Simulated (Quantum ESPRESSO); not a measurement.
# MnPt3: exchange couplings by hand from total energies

Can a spin model with one coupling foretell the energy of a further order of MnPt3?

Program: Quantum ESPRESSO 7.5. Level of theory: LDA; plane waves with GBRV 1.5 LDA potentials, no spin-orbit coupling. Results are calculated unless marked as measured.

## Step 1: The starting structure

The structure is cubic, space group Pm-3m (No. 221). The conventional cell has a = 3.900 Å, b = 3.900 Å, c = 3.900 Å, α = 90.00°, β = 90.00°, γ = 90.00°. Mn has 12 Pt at 2.76 Å nearest. Pt has 4 Mn at 2.76 Å and 8 Pt at 2.76 Å nearest. Farther neighbours are not listed.

The cell comes from the Crystallography Open Database.

## Step 2: The parallel order

All energies count from this run.

Input file pw.in:

```
&CONTROL
  calculation = 'scf'
  prefix = 'pwscf'
  outdir = './tmp'
  pseudo_dir = './pseudo'
  disk_io = 'nowf'
/
&SYSTEM
  ibrav = 0
  nat = 4
  ntyp = 2
  ecutwfc = 40
  ecutrho = 280
  nbnd = 43
  occupations = 'smearing'
  smearing = 'fd'
  degauss = 0.00734986
  nspin = 2
  starting_magnetization(1) = 0.2333
  starting_magnetization(2) = 0
/
&ELECTRONS
  conv_thr = 8d-09
  electron_maxstep = 150
  mixing_beta = 0.3
/
ATOMIC_SPECIES
Mn     54.9380 mn_lda_v1.5.uspp.F.UPF
Pt    195.0840 pt_lda_v1.4.uspp.F.UPF
CELL_PARAMETERS angstrom
   3.9000000000    0.0000000000    0.0000000000
   0.0000000000    3.9000000000    0.0000000000
   0.0000000000    0.0000000000    3.9000000000
ATOMIC_POSITIONS crystal
Mn      0.0000000000    0.0000000000    0.0000000000
Pt      0.0000000000    0.5000000000    0.5000000000
Pt      0.5000000000    0.0000000000    0.5000000000
Pt      0.5000000000    0.5000000000    0.0000000000
K_POINTS automatic
6 6 6 0 0 0
```

On the command line:

```
> OMP_NUM_THREADS=1 mpirun -n 4 pw.x -nk 4 -in pw.in > pw.out
```

Log:

```text
Program PWSCF v.7.5 starts
     [... lines left out ...]
     number of atoms/cell      =            4
     [... lines left out ...]
     number of electrons       =        63.00
     number of Kohn-Sham states=           43
     kinetic-energy cutoff     =      40.0000  Ry
     charge density cutoff     =     280.0000  Ry
     scf convergence threshold =      8.0E-09
     [... lines left out ...]
     48 Sym. Ops., with inversion, found
     [... lines left out ...]
     number of k points=    20  Fermi-Dirac smearing, width (Ry)=  0.0073
     [... lines left out ...]
     iteration # 15     ecut=    40.00 Ry     beta= 0.30
     [... lines left out ...]
     Magnetic moment per site  (integrated on atomic sphere of radius R)
     atom   1 (R=0.292)  charge= 13.6987  magn=  3.6362
     atom   2 (R=0.292)  charge= 14.0321  magn=  0.1337
     atom   3 (R=0.292)  charge= 14.0321  magn=  0.1337
     atom   4 (R=0.292)  charge= 14.0321  magn=  0.1337
     [... lines left out ...]
     the Fermi energy is    20.4648 ev
!    total energy              =    -843.67508741 Ry
     estimated scf accuracy    <          1.9E-09 Ry
     smearing contrib. (-TS)   =      -0.00906311 Ry
     [... lines left out ...]
     total magnetization       =     4.09 Bohr mag/cell
     absolute magnetization    =     4.24 Bohr mag/cell
     convergence has been achieved in  15 iterations
   JOB DONE.
```

It took 29 s on 4 MPI ranks of Arm Neoverse N1, shared host; peak memory 0.39 GiB; 1.9 min of CPU time.

Spin moment in the atom's sphere by atom:

```
atom  spin moment in the atom's sphere (μB)
 Mn1                                   3.64
 Pt2                                   0.13
 Pt3                                   0.13
 Pt4                                   0.13
```

Read from the output:

```yaml
smearing_term_ts: 0.1233 eV
magnetization: 4.086 μB
absolute_magnetization: 4.241 μB
final_state: ferromagnetic
```

## Step 3: The orders used for the fit

The other orders were run with the same settings, on meshes that hold the same points. Free energies are divided by the number of Mn atoms; q is in fractions of the reciprocal vectors of the first run's cell.

```
              order  atoms   mesh  free energy (eV)    eV per Mn  largest moment (μB)
                F +      4  6×6×6       -11478.7843  -11478.7843                 3.64
AF q=(0,1/2,1/2) +-      8  6×3×6       -22957.5375  -11478.7687                 3.59
```

## Step 4: Counting neighbours

With E = −Σ J e_i·e_j over ordered pairs of unit vectors, turning a neighbour from parallel to opposed costs 2J a Mn atom. So an order lies 2 Σ n J over the parallel one, n being the opposed neighbours in each shell.

```
shell  distance (Å)  neighbours  opposed in AF q=(0,1/2,1/2) +-  opposed in AF q=(0,0,1/2) +-
   J1          3.90           6                               4                             2
   J2          5.52          12                               8                             8
```

Only J1 is kept, as an effective coupling that takes up all reversed shells.

## Step 5: Solving

```
2 × 4 × J1 = +15.6 meV    (AF q=(0,1/2,1/2) +-)
J1 = +1.95 meV
```

## Step 6: The test

The couplings now give the orders that were left out:

```
2 × 2 × (+1.95) = +7.8 meV    (AF q=(0,0,1/2) +-)
```

The runs themselves:

```
            order  atoms   mesh  free energy (eV)    eV per Mn  largest moment (μB)  over the parallel order (meV)  foretold (meV)
AF q=(0,0,1/2) +-      8  6×6×3       -22957.5339  -11478.7669                 3.60                          +17.4            +7.8
```

## Step 7: One more shell

One way to take up the miss is the next shell. Both differences then fix both couplings, and no order is left for a test.

```
2 × 4 × J1 + 2 × 8 × J2 = +15.6 meV    (AF q=(0,1/2,1/2) +-)
2 × 2 × J1 + 2 × 8 × J2 = +17.4 meV    (AF q=(0,0,1/2) +-)
J1 = -0.45 meV
J2 = +1.20 meV
```

## Step 8: Summary of results

| Item | Value |
| --- | --- |
| effective J1 (Mn–Mn at 3.90 Å) | 1.95 meV |
| largest miss on the orders left out | 9.6 meV |
| J1 with two shells | -0.45 meV |
| J2 with two shells | 1.2 meV |

What this shows: The model misses the order left out by 9.6 meV, 55 % of the largest energy difference, so it fails: these couplings alone don't describe the crystal. With the next shell added the couplings are J1 = -0.45 and J2 = +1.20 meV, untested. The largest moment changes by 1.4 % between the orders. Shells that were dropped are folded into the couplings or show in the miss. The smearing terms TS of the orders run from 123 to 144 meV a seeded atom, so the differences would change at a smaller width: an order with a larger TS is lowered more by the smearing. Energies are free energies at an electronic temperature of 1160 K, which lowers moments and differences where the moments are itinerant.

[Logs and program files are shortened in this print: banners, set-up blocks, solver, clock and traceback lines can be left out without a mark of their own.]

[Logs are printed without paths, hosts, clocks, repeated set-up lines and the standing remarks that a program may print on its own settings, such as how far it seeks lower states.]

[Hosts, paths, dates, database ids (printed as entryN), source tags and the programs' standing remarks are cut or masked in the printed files.]

[Where a cell is said to come from a database of computed structures, the database is the Materials Project.]
